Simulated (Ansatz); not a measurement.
# AlRh (Pm-3m): phonons and vibrational spectra

Aim: the vibrations of AlRh (Pm-3m), their spectra, and whether the structure is stable.

Program: Ansatz 0.2.0. Level of theory: DFT PBEsol, scalar-relativistic, plane waves, PAW. Results are calculated unless marked as measured.

### Step 1. The starting structure

The structure is cubic, space group Pm-3m (No. 221). The conventional cell has a = 2.977 Å, b = 2.977 Å, c = 2.977 Å, α = 90.00°, β = 90.00°, γ = 90.00°. Al has 8 Rh at 2.58 Å nearest. Nearest to Rh lie 8 Al at 2.58 Å. Farther neighbours are not listed.

Coordinates:

```cif
data_structure
_symmetry_space_group_name_H-M 'P 1'
_symmetry_Int_Tables_number 1
_cell_length_a 2.9773
_cell_length_b 2.9773
_cell_length_c 2.9773
_cell_angle_alpha 90.000
_cell_angle_beta 90.000
_cell_angle_gamma 90.000
_cell_volume 26.39
loop_
_atom_site_label
_atom_site_type_symbol
_atom_site_fract_x
_atom_site_fract_y
_atom_site_fract_z
_atom_site_occupancy
Al1 Al 0.00000 0.00000 0.00000 1
Rh2 Rh 0.50000 0.50000 0.50000 1
```

### Step 2. Relaxation

The cell and atoms are relaxed, since residual forces and stress would shift the frequencies.

input.yaml

```yaml
crystal:
  lattice:
    - [2.97732247, 0.0, 0.0]
    - [0.0, 2.97732247, 0.0]
    - [0.0, 0.0, 2.97732247]
  atoms:
    - { symbol: Al, position: [0.0, 0.0, 0.0] }
    - { symbol: Rh, position: [0.5, 0.5, 0.5] }
kpoints:
  mp_grid: { grid: [12, 12, 12] }
hamiltonian:
  xc: pbesol
scf:
  occupations: { method: gaussian, width: 0.1 }
output:
  forces: true
  stress: true
  eigenvalues: true
  write_density: true
  write_potential: true
  elf: true
  volumetric_format: npy
relax:
  adjacent_minimum: "off"
  f_tol: 0.005
  max_steps: 80
  cell: { stress_tol: 0.05 }
```

The run is started by

```sh
> ansatz run input.yaml --threads 4 --pin off --max-ram 7168MiB --backend cpu --events-out ev --progress --plain --runs-dir out
```

Numbers of over 12 decimals in the logs are rounded to 6 here.

Output:

```text
Engine: ansatz 0.2.0, aarch64-unknown-linux-gnu
Pseudopotentials: kind: paw
Pseudopotential: Al, paw, valence charge 3, recommended cutoff 420 eV (normal), Al.paw.azcp
Pseudopotential: Rh, paw, valence charge 17, recommended cutoff 420 eV (normal), Rh.paw.azcp
Functional definition: PBEsol
  exchange = pbesol_x
  correlation = pbesol_c
Crystal: 2 atoms, lattice volume = 26.392 Å³
Basis set: ecut = 420 eV, 485 PW (Γ), exchange–correlation on 40×40×40 points (8 copies of the dense FFT grid, shifted against one another)
Bands: 14, of which v1, the nominal top of the filled ones, is band 10 counted from 1 (9 counted from 0)
Symmetry: 48 space group operations
Space group: Pm-3m (ITA 221), of the structure as read, at distance tolerance 3.0e-5 Å
k-points: 84 of 1728
Non-local potential: Al, projectors of the file, l = 0: 2, l = 1: 2, l = 2: 1
Non-local potential: Rh, projectors of the file, l = 0: 3, l = 1: 2, l = 2: 2, l = 3: 1
PAW form: soft (Blöchl's): semilocal exchange-correlation on the pseudo side does not see the compensation charge
PAW frozen core: Al, regenerated for the run's functional, and the local potential with it (the file was generated under x = pbe(κ = 0.804, μ = 0.219515), c = pbe(β = 0.066725))
PAW frozen core: Rh, regenerated for the run's functional, and the local potential with it (the file was generated under x = pbe(κ = 0.804, μ = 0.219515), c = pbe(β = 0.066725))
PAW one-centre angular grid: Al, 110 points (default); XC on 64 Gauss nodes
PAW one-centre angular grid: Rh, 590 points (default); XC on 64 Gauss nodes
Initial density: superposition of atomic densities (neutral atoms: chi_scale 0, normalization atom), corrected by the library's trained network
Initial wavefunctions: pseudopotential atomic-orbital guess
Functional: x = pbesol(κ = 0.804, μ = 0.123457), c = pbesol(β = 0.046)
SCF iter   1: F=—  HF=-6865.474302 eV  |F-HF|=—  |Δ(HF+E_count)|=         —  Δρ=8.22e-3  dr2=1.85e-2  ethr=1.77e-3  ⟨swp⟩=4.8  Hψ=5762  notcnv=0
preconditioner: auto → none  [metal: Δε(μ)=0.037 eV  Ē_g=9.310 eV  σ=0.100 eV  W_gap=0.20  n_scr=6 (ndim 8)  ℏωp=25.0 eV  f_vac=0.000  D(μ)=0.59/eV (n_scr^D=0)  sad-step TF]
SCF iter   2: F=—  HF=-6865.471988 eV  |F-HF|=—  |Δ(HF+E_count)|=   2.31e-3  Δρ=4.27e-3  dr2=5.42e-3  ethr=9.23e-5  ⟨swp⟩=1.0  Hψ=1848  notcnv=0
SCF iter   3: F=—  HF=-6865.470900 eV  |F-HF|=—  |Δ(HF+E_count)|=   1.09e-3  Δρ=3.09e-4  dr2=1.47e-5  ethr=2.71e-5  ⟨swp⟩=2.3  Hψ=1508  notcnv=0
SCF iter   4: F=—  HF=-6865.470785 eV  |F-HF|=—  |Δ(HF+E_count)|=   1.15e-4  Δρ=4.89e-5  dr2=3.30e-7  ethr=7.35e-8  ⟨swp⟩=2.4  Hψ=1938  notcnv=0
iter 5 did not close the SCF: its close was put off for the readings that it lacked (scf_convergence_deferred on its scf_iter line)
SCF iter   5: F=-6865.470785 eV  HF=-6865.470785 eV  |F-HF|=2.75e-10  |Δ(HF+E_count)|=   1.68e-8  Δρ=4.30e-6  dr2=9.37e-10  ethr=1.65e-9  ⟨swp⟩=2.8  Hψ=1991  notcnv=0
SCF iter   6: F=-6865.470785 eV  HF=-6865.470785 eV  |F-HF|=9.09e-13  |Δ(HF+E_count)|=  1.62e-10  Δρ=1.66e-7  dr2=1.72e-12  ethr=4.68e-12  ⟨swp⟩=5.1  Hψ=5634  notcnv=0
SCF 1 converged in 6 iterations: F = -6865.470785 eV  dr2 = 1.72e-12
  greatest PAW one-centre occupation: 1.000 electrons in one spin orbital (limit 2), on the Rh atom at site 1 (counted from 0), in its partial waves of l = 0
relax step   1: F+E_penalty+E_count = -6865.47078480 eV  Δ(F+E_penalty+E_count) = +0.000e0 eV  max|allowed force component| = 3.313e-29 eV/Å  Δτ_max = 0.0000 Å  P = -1.115 GPa  Ω = 26.392 Å³  (6 SCF iters, accepted)
Crystal: 2 atoms, lattice volume = 26.229 Å³
Initial density: handed on by an earlier stage of this run
Initial wavefunctions: those handed on with the density
iter 1 solved again at ethr=1.67e-6 eV; its pass at ethr=3.10e-3 eV (dr2=3.34e-4 eV) is discarded
SCF iter   1: F=—  HF=-6865.471522 eV  |F-HF|=—  |Δ(HF+E_count)|=         —  Δρ=9.88e-4  dr2=3.28e-4  ethr=1.67e-6  ⟨swp⟩=2.9  Hψ=7032  notcnv=0
preconditioner: auto → none  [metal: Δε(μ)=0.038 eV  Ē_g=9.382 eV  σ=0.100 eV  W_gap=0.21  n_scr=6 (ndim 8)  ℏωp=25.1 eV  f_vac=0.000  D(μ)=0.61/eV (n_scr^D=0)]
SCF iter   2: F=—  HF=-6865.471458 eV  |F-HF|=—  |Δ(HF+E_count)|=   6.41e-5  Δρ=2.81e-4  dr2=2.36e-5  ethr=1.64e-6  ⟨swp⟩=1.9  Hψ=1499  notcnv=0
SCF iter   3: F=—  HF=-6865.471336 eV  |F-HF|=—  |Δ(HF+E_count)|=   1.22e-4  Δρ=6.09e-5  dr2=1.06e-6  ethr=1.18e-7  ⟨swp⟩=1.4  Hψ=1285  notcnv=0
iter 4 did not close the SCF: its close was put off for the readings that it lacked (scf_convergence_deferred on its scf_iter line)
SCF iter   4: F=-6865.471336 eV  HF=-6865.471336 eV  |F-HF|=1.10e-9  |Δ(HF+E_count)|=   2.76e-7  Δρ=8.41e-6  dr2=3.37e-9  ethr=5.30e-9  ⟨swp⟩=2.3  Hψ=1576  notcnv=0
iter 5 did not close the SCF: its close was put off for the readings that it lacked (scf_convergence_deferred on its scf_iter line)
SCF iter   5: F=-6865.471336 eV  HF=-6865.471336 eV  |F-HF|=9.09e-12  |Δ(HF+E_count)|=   2.15e-9  Δρ=4.86e-7  dr2=2.52e-11  ethr=1.68e-11  ⟨swp⟩=1.8  Hψ=1555  notcnv=0
SCF iter   6: F=-6865.471336 eV  HF=-6865.471336 eV  |F-HF|=0.00e0  |Δ(HF+E_count)|=  1.82e-12  Δρ=6.63e-8  dr2=5.40e-13  ethr=1.00e-12  ⟨swp⟩=4.0  Hψ=4985  notcnv=0
SCF 2 converged in 6 iterations: F = -6865.471336 eV  dr2 = 5.40e-13
relax step   2: F+E_penalty+E_count = -6865.47133596 eV  Δ(F+E_penalty+E_count) = -5.512e-4 eV  max|allowed force component| = 8.488e-30 eV/Å  Δτ_max = 0.0000 Å  P = +0.190 GPa  Ω = 26.229 Å³  energy of the carried Pulay correction = +7.639e-5 eV  (6 SCF iters, dr2 threshold 2.00e-7 eV, accepted)
Crystal: 2 atoms, lattice volume = 26.253 Å³
iter 1 solved again at ethr=3.28e-8 eV; its pass at ethr=3.10e-3 eV (dr2=6.56e-6 eV) is discarded
SCF iter   1: F=—  HF=-6865.471453 eV  |F-HF|=—  |Δ(HF+E_count)|=         —  Δρ=1.40e-4  dr2=6.63e-6  ethr=3.28e-8  ⟨swp⟩=2.9  Hψ=6955  notcnv=0
preconditioner: auto → none  [metal: Δε(μ)=0.038 eV  Ē_g=9.379 eV  σ=0.100 eV  W_gap=0.21  n_scr=6 (ndim 8)  ℏωp=25.1 eV  f_vac=0.000  D(μ)=0.62/eV (n_scr^D=0)]
SCF iter   2: F=—  HF=-6865.471339 eV  |F-HF|=—  |Δ(HF+E_count)|=   1.14e-4  Δρ=4.24e-5  dr2=5.51e-7  ethr=3.28e-8  ⟨swp⟩=2.0  Hψ=1570  notcnv=0
iter 3 did not close the SCF: its close was put off for the readings that it lacked (scf_convergence_deferred on its scf_iter line)
SCF iter   3: F=-6865.471339 eV  HF=-6865.471339 eV  |F-HF|=1.71e-8  |Δ(HF+E_count)|=   1.60e-7  Δρ=8.48e-6  dr2=2.12e-8  ethr=2.75e-9  ⟨swp⟩=1.4  Hψ=1284  notcnv=0
iter 4 did not close the SCF: its close was put off for the readings that it lacked (scf_convergence_deferred on its scf_iter line)
SCF iter   4: F=-6865.471339 eV  HF=-6865.471339 eV  |F-HF|=2.27e-11  |Δ(HF+E_count)|=   5.33e-9  Δρ=1.26e-6  dr2=7.57e-11  ethr=1.06e-10  ⟨swp⟩=2.3  Hψ=1530  notcnv=0
iter 5 did not close the SCF: its close was put off for the readings that it lacked (scf_convergence_deferred on its scf_iter line)
SCF iter   5: F=-6865.471339 eV  HF=-6865.471339 eV  |F-HF|=1.82e-12  |Δ(HF+E_count)|=  5.18e-11  Δρ=7.70e-8  dr2=1.49e-12  ethr=1.00e-12  ⟨swp⟩=1.4  Hψ=1270  notcnv=0
SCF iter   6: F=-6865.471339 eV  HF=-6865.471339 eV  |F-HF|=9.09e-13  |Δ(HF+E_count)|=    0.00e0  Δρ=1.35e-8  dr2=2.33e-14  ethr=1.00e-12  ⟨swp⟩=3.2  Hψ=4392  notcnv=0
SCF 3 converged in 6 iterations: F = -6865.471339 eV  dr2 = 2.33e-14
relax step   3: F+E_penalty+E_count = -6865.47133876 eV  Δ(F+E_penalty+E_count) = -2.801e-6 eV  max|allowed force component| = 8.341e-30 eV/Å  Δτ_max = 0.0000 Å  P = -0.002 GPa  Ω = 26.253 Å³  energy of the carried Pulay correction = +6.528e-5 eV  (6 SCF iters, accepted)
Initial wavefunctions: pseudopotential atomic-orbital guess (no wavefunctions were taken with the density)
iter 1 solved again at ethr=1.16e-8 eV; its pass at ethr=3.10e-3 eV (dr2=2.31e-6 eV) is discarded
SCF iter   1: F=—  HF=-6865.471384 eV  |F-HF|=—  |Δ(HF+E_count)|=         —  Δρ=1.03e-5  dr2=4.98e-9  ethr=1.16e-8  ⟨swp⟩=3.0  Hψ=9216  notcnv=0
preconditioner: auto → none  [metal: Δε(μ)=0.038 eV  Ē_g=9.378 eV  σ=0.100 eV  W_gap=0.21  n_scr=6 (ndim 8)  ℏωp=25.1 eV  f_vac=0.000  D(μ)=0.62/eV (n_scr^D=0)]
SCF iter   2: F=—  HF=-6865.471270 eV  |F-HF|=—  |Δ(HF+E_count)|=   1.13e-4  Δρ=4.62e-6  dr2=1.69e-9  ethr=2.49e-11  ⟨swp⟩=2.0  Hψ=2028  notcnv=0
SCF iter   3: F=—  HF=-6865.471270 eV  |F-HF|=—  |Δ(HF+E_count)|=  3.96e-10  Δρ=1.88e-6  dr2=1.47e-10  ethr=8.47e-12  ⟨swp⟩=2.1  Hψ=2013  notcnv=0
iter 4 did not close the SCF: its close was put off for the readings that it lacked (scf_convergence_deferred on its scf_iter line)
SCF iter   4: F=-6865.471270 eV  HF=-6865.471270 eV  |F-HF|=5.46e-12  |Δ(HF+E_count)|=  1.56e-10  Δρ=3.49e-7  dr2=8.02e-12  ethr=1.00e-12  ⟨swp⟩=1.1  Hψ=1211  notcnv=0
iter 5 did not close the SCF: its close was put off for the readings that it lacked (scf_convergence_deferred on its scf_iter line)
SCF iter   5: F=-6865.471270 eV  HF=-6865.471270 eV  |F-HF|=0.00e0  |Δ(HF+E_count)|=  6.37e-12  Δρ=3.17e-8  dr2=6.44e-14  ethr=1.00e-12  ⟨swp⟩=1.0  Hψ=1176  notcnv=0
iter 6 did not close the SCF: its close was put off for the readings that it lacked (scf_convergence_deferred on its scf_iter line)
SCF iter   6: F=-6865.471270 eV  HF=-6865.471270 eV  |F-HF|=9.09e-13  |Δ(HF+E_count)|=  1.82e-12  Δρ=3.25e-9  dr2=1.81e-15  ethr=1.00e-12  ⟨swp⟩=1.0  Hψ=1176  notcnv=0
iter 7 did not close the SCF: its close was put off for the readings that it lacked (scf_convergence_deferred on its scf_iter line)
SCF iter   7: F=-6865.471270 eV  HF=-6865.471270 eV  |F-HF|=9.09e-13  |Δ(HF+E_count)|=  9.09e-13  Δρ=7.08e-10  dr2=7.04e-17  ethr=1.00e-12  ⟨swp⟩=1.0  Hψ=1176  notcnv=0
SCF iter   8: F=-6865.471270 eV  HF=-6865.471270 eV  |F-HF|=9.09e-13  |Δ(HF+E_count)|=  9.09e-13  Δρ=1.65e-10  dr2=8.56e-18  ethr=1.00e-12  ⟨swp⟩=2.0  Hψ=2962  notcnv=0
SCF 4 converged in 8 iterations: F = -6865.471270 eV  dr2 = 8.56e-18
relax step   4: F+E_penalty+E_count = -6865.47127048 eV  Δ(F+E_penalty+E_count) = +6.828e-5 eV  max|allowed force component| = 9.425e-30 eV/Å  Δτ_max = 0.0000 Å  P = -0.003 GPa  Ω = 26.253 Å³  stress off target by 2.87e-3 GPa  SCF on the basis re-selected at this cell (its energy is not comparable with the rows above)  (8 SCF iters)
basis re-selected at this cell: Δ(F+E_penalty+E_count) = +6.828e-5 eV, ΔP = -0.001 GPa vs the last step (what re-selecting the basis moved, of the pressure what is left beyond the Pulay correction that the steps carried, after the strain that the cell walked since its last selection, with what the two solves' SCF thresholds leave and, on support functions, any second-order correction that the steps lacked; it is no m [...]
SCF converged after 8 iterations
Free energy (F): -6865.471270 eV
Harris-Foulkes:  -6865.471270 eV  (|F-HF|=9.09e-13)
Internal energy: -6865.468171 eV  (E = F + TS)
E sigma→0 (E₀):  -6865.469721 eV
Entropy (-TS):   -0.003100 eV (-1.550 meV/atom)
Fermi energy:    17.129460 eV
--- Per-component energies (eV) ---
  E_band       = -145.086857
  E_kinetic    = 603.259658
  E_local      = -2166.774216  (includes V_loc(G=0)·N_el)
  E_nonlocal   = 366.932255
  E_hartree    = 819.545193
  E_xc         = -262.663173
  E_vxc        = -310.611955  (∫ρ·V_xc dr)
  E_paw        = -3979.651545  (= ΣΔE_a)
  E_vpaw       = -276.983830  (= ΣTr[D̂ρ^β])
  E_aug_tail   = 0.000846  (compensation charges beyond the density's cutoff)
  E_ewald      = -2246.412527
  E_core_change = 0.295339  (= ΣΔE_core)
  E_smearing   = -0.003100  (= −TS)
  E_closure    = -0.000000  (closes the sum)
  Σ components = -6865.471270   (vs F -6865.471270, Δ=0.00e0)
--- Forces (eV/Å), atoms counted from 1 ---
  atom   1  Al    -0.00000000    -0.00000000    -0.00000000
  atom   2  Rh     0.00000000    -0.00000000     0.00000000
  max |Σ_I F_I| component: 1.90e-29 eV/Å
--- Stress (GPa, compression-positive) ---
       -0.002871      -0.000000      -0.000000
       -0.000000      -0.002871      -0.000000
       -0.000000      -0.000000      -0.002871
  P = ⅓ Tr σ = -0.0029 GPa (-0.029 kbar)
--- Band table (eV; the first three rows and the last of 84) ---
  k-point 0: bands = [... 6 lower, 12.0697, 15.3847, 15.3847, 15.3847, 22.1526, 22.1526, 22.1526, 26.6684]
  k-point 1: bands = [... 6 lower, 12.1159, 15.2515, 15.2515, 15.3985, 21.4237, 22.3926, 22.3926, 26.4376]
  k-point 2: bands = [... 6 lower, 12.2290, 14.9198, 14.9198, 15.4367, 20.0278, 23.0454, 23.0454, 25.8408]
  k-point 83: bands = [... 6 lower, 11.1585, 16.6378, 16.6378, 18.9079, 19.9182, 19.9182, 19.9182, 23.8776]
--- Relaxed structure (3 steps of the walk, 3 accepted, 1 SCFs on fresh bases) ---
  F+E_penalty+E_count = -6865.47127048 eV   max|allowed force component| = 9.425e-30 eV/Å   (the final SCF, on the basis selected at the relaxed cell)
  cell:  # Å, volume = 26.2527 Å³
    - [2.972064, 0, 0]
    - [0, 2.972064, 0]
    - [0, 0, 2.972064]
  atoms:
    - { symbol: Al, position: [0, 0, 0.0] }
    - { symbol: Rh, position: [0.5, 0.5, 0.5] }
```

Run time: 2.3 s. Hardware: 4 threads of Arm Neoverse V2, shared host; peak memory 0.32 GiB; 7.4 s of CPU time.

Relaxation path:

| step | energy less that of the first step (eV) | largest force component (eV/Å) | pressure (GPa) | volume (Å³) |
| --- | --- | --- | --- | --- |
| 1 | 0.0000 | 0.0000 | -1.11 | 26.39 |
| 2 | -0.0006 | 0.0000 | 0.19 | 26.23 |
| 3 | -0.0006 | 0.0000 | 0.00 | 26.25 |
| 4* | -0.0005 | 0.0000 | 0.00 | 26.25 |

Relaxation steps marked * repeat the geometry before them on a plane-wave basis chosen anew for their cell, so energy and pressure can jump there.

Forces are held to the 48 operations that the run works with; a distortion that breaks them can't arise in this run.

| conventional cell, symmetrised | before | after | change |
| --- | --- | --- | --- |
| a (Å) | 2.977 | 2.972 | -0.2 % |
| b (Å) | 2.977 | 2.972 | -0.2 % |
| c (Å) | 2.977 | 2.972 | -0.2 % |
| volume (Å³/atom) | 13.20 | 13.13 | -0.5 % |

Final coordinates:

```
Al Rh
1.0
     2.97206    0.00000    0.00000
     0.00000    2.97206    0.00000
     0.00000    0.00000    2.97206
Al Rh
1 1
Direct
  0.00000 0.00000 0.00000
  0.50000 0.50000 0.50000
```

This step gave:

| Item | Value |
| --- | --- |
| pressure | -0.002871 GPa |
| volume per atom | 13.13 Å³ |
| gap on the k-mesh | 0 eV |

Electrostatic potential energy in the ac plane at fractional y = 0.500, with atoms of Rh within 0.2 Å of it. With pseudopotentials it is smooth inside the atoms' cores, unlike the true potential.

Ten even steps from '0' (-73 eV) to '9' (18 eV):
```
999999999999999
999999999999999
999998877889999
999987544578999
999874211247899
999852000025899
999741000014799
999741000014799
999852000025899
999874211247899
999987544578999
999998877889999
999999999999999
999999999999999
999999999999999
```
Columns run along a (3.0 Å; values clipped at the 3rd and 97th percentile), rows up along c (3.0 Å). Atoms in or near the plane, at fractional coordinates: Rh at (0.50, 0.50).

Valence density in the ac plane at fractional y = 0.500, with atoms of Rh within 0.2 Å of it. It is the smooth field of the valence electrons, not physical close to the nuclei.

Values in e/Å³, 15 rows by 15 columns:
```
 0  0  0  0  0  0  0  0  0  0  0  0  0  0  0
 0  0  0  0  0  0  0  0  0  0  0  0  0  0  0
 0  0  0  0  0  1  1  1  1  1  1  0  0  0  0
 0  0  0  0  1  1  2  3  3  2  1  1  0  0  0
 0  0  0  1  1  3  5  7  7  5  3  1  1  0  0
 0  0  0  1  2  5  9 11 11  9  5  2  1  0  0
 0  0  0  1  3  7 11 14 14 11  7  3  1  0  0
 0  0  0  1  3  7 11 14 14 11  7  3  1  0  0
 0  0  0  1  2  5  9 11 11  9  5  2  1  0  0
 0  0  0  1  1  3  5  7  7  5  3  1  1  0  0
 0  0  0  0  1  1  2  3  3  2  1  1  0  0  0
 0  0  0  0  0  1  1  1  1  1  1  0  0  0  0
 0  0  0  0  0  0  0  0  0  0  0  0  0  0  0
 0  0  0  0  0  0  0  0  0  0  0  0  0  0  0
 0  0  0  0  0  0  0  0  0  0  0  0  0  0  0
```
Columns run along a (3.0 Å), rows up along c (3.0 Å). Atoms in or near the plane, at fractional coordinates: Rh at (0.50, 0.50).

ELF in the ac plane at fractional y = 0.500, with atoms of Rh within 0.2 Å of it. It is the smooth field of the valence electrons, not physical close to the nuclei.

Values, 15 rows by 15 columns:
```
0.41 0.40 0.39 0.37 0.34 0.31 0.28 0.27 0.27 0.28 0.31 0.34 0.37 0.39 0.40
0.41 0.39 0.36 0.32 0.28 0.24 0.22 0.21 0.21 0.22 0.24 0.28 0.32 0.36 0.39
0.39 0.37 0.32 0.27 0.25 0.26 0.29 0.30 0.30 0.29 0.26 0.25 0.27 0.32 0.37
0.37 0.34 0.28 0.25 0.30 0.41 0.49 0.53 0.53 0.49 0.41 0.30 0.25 0.28 0.34
0.35 0.31 0.24 0.26 0.41 0.58 0.67 0.70 0.70 0.67 0.58 0.41 0.26 0.24 0.31
0.34 0.28 0.22 0.29 0.49 0.67 0.75 0.76 0.76 0.75 0.67 0.49 0.29 0.22 0.28
0.33 0.27 0.21 0.30 0.53 0.70 0.76 0.78 0.78 0.76 0.70 0.53 0.30 0.21 0.27
0.33 0.27 0.21 0.30 0.53 0.70 0.76 0.78 0.78 0.76 0.70 0.53 0.30 0.21 0.27
0.34 0.28 0.22 0.29 0.49 0.67 0.75 0.76 0.76 0.75 0.67 0.49 0.29 0.22 0.28
0.35 0.31 0.24 0.26 0.41 0.58 0.67 0.70 0.70 0.67 0.58 0.41 0.26 0.24 0.31
0.37 0.34 0.28 0.25 0.30 0.41 0.49 0.53 0.53 0.49 0.41 0.30 0.25 0.28 0.34
0.39 0.37 0.32 0.27 0.25 0.26 0.29 0.30 0.30 0.29 0.26 0.25 0.27 0.32 0.37
0.41 0.39 0.36 0.32 0.28 0.24 0.22 0.21 0.21 0.22 0.24 0.28 0.32 0.36 0.39
0.41 0.40 0.39 0.37 0.34 0.31 0.28 0.27 0.27 0.28 0.31 0.34 0.37 0.39 0.40
0.40 0.41 0.41 0.39 0.37 0.35 0.34 0.33 0.33 0.34 0.35 0.37 0.39 0.41 0.41
```
Columns run along a (3.0 Å), rows up along c (3.0 Å). Atoms in or near the plane, at fractional coordinates: Rh at (0.50, 0.50).

In this step the volume went from 13.20 to 13.13 Å³/atom.

### Step 3. Relaxing to small forces for the phonons

Phonons need a cell at rest on their own settings, so the relaxation is repeated with tight tolerances on forces and stress on the k mesh and occupations of the first response run.

input.yaml

```yaml
crystal:
  lattice:
    - [2.9720644771, 0.0, 0.0]
    - [0.0, 2.9720644771, 0.0]
    - [0.0, 0.0, 2.9720644771]
  atoms:
    - { symbol: Al, position: [0.0, 0.0, 0.0] }
    - { symbol: Rh, position: [0.5, 0.5, 0.5] }
kpoints:
  mp_grid: { grid: [12, 12, 12] }
hamiltonian:
  xc: pbesol
scf:
  occupations: { method: methfessel_paxton, width: 0.15 }
output:
  forces: true
  stress: true
  eigenvalues: true
relax:
  adjacent_minimum: "off"
  f_tol: 0.001
  max_steps: 60
  cell: { stress_tol: 0.01 }
```

Output:

```text
[...]
Crystal: 2 atoms, lattice volume = 26.253 Å³
Basis set: ecut = 420 eV, 485 PW (Γ), exchange–correlation on 40×40×40 points (8 copies of the dense FFT grid, shifted against one another)
Bands: 14, of which v1, the nominal top of the filled ones, is band 10 counted from 1 (9 counted from 0)
Symmetry: 48 space group operations
[...]
k-points: 84 of 1728
[...]
k-point 83: bands = [... 6 lower, 11.1601, 16.6402, 16.6402, 18.9115, 19.9210, 19.9210, 19.9210, 23.8812]
--- Relaxed structure (2 steps of the walk, 2 accepted, 1 SCFs on fresh bases) ---
[...]
cell:  # Å, volume = 26.2493 Å³
    - [2.971934, 0, 0]
    - [0, 2.971934, 0.0]
    - [0, 0.0, 2.971934]
  atoms:
    - { symbol: Al, position: [0, 0, 0.0] }
    - { symbol: Rh, position: [0.5, 0.5, 0.5] }
[key lines of the parts left out:]
SCF converged after 5 iterations
Free energy (F): -6865.469896 eV
Fermi energy:    17.139638 eV
P = ⅓ Tr σ = 0.0038 GPa (0.038 kbar)
```

Elapsed: 1.6 s, on 4 threads; peak memory 0.31 GiB.

Little changed from the start: no atom moved by 0.005 Å and no cell edge by 0.1 %.

Numbers from this step:

```
pressure        : 0.003755 GPa
volume per atom : 13.12 Å³
```

The forces vanish by symmetry and the pressure is 0.004 GPa, within the tolerances set. The cell now holds 13.12 Å³/atom.

[end of part 1 of 2]

[Logs are printed without paths, hosts, clocks, repeated set-up lines and the standing remarks that a program may print on its own settings, such as how far it seeks lower states.]

[Hosts, paths, dates, database ids (printed as entryN), source tags and the programs' standing remarks are cut or masked in the printed files.]
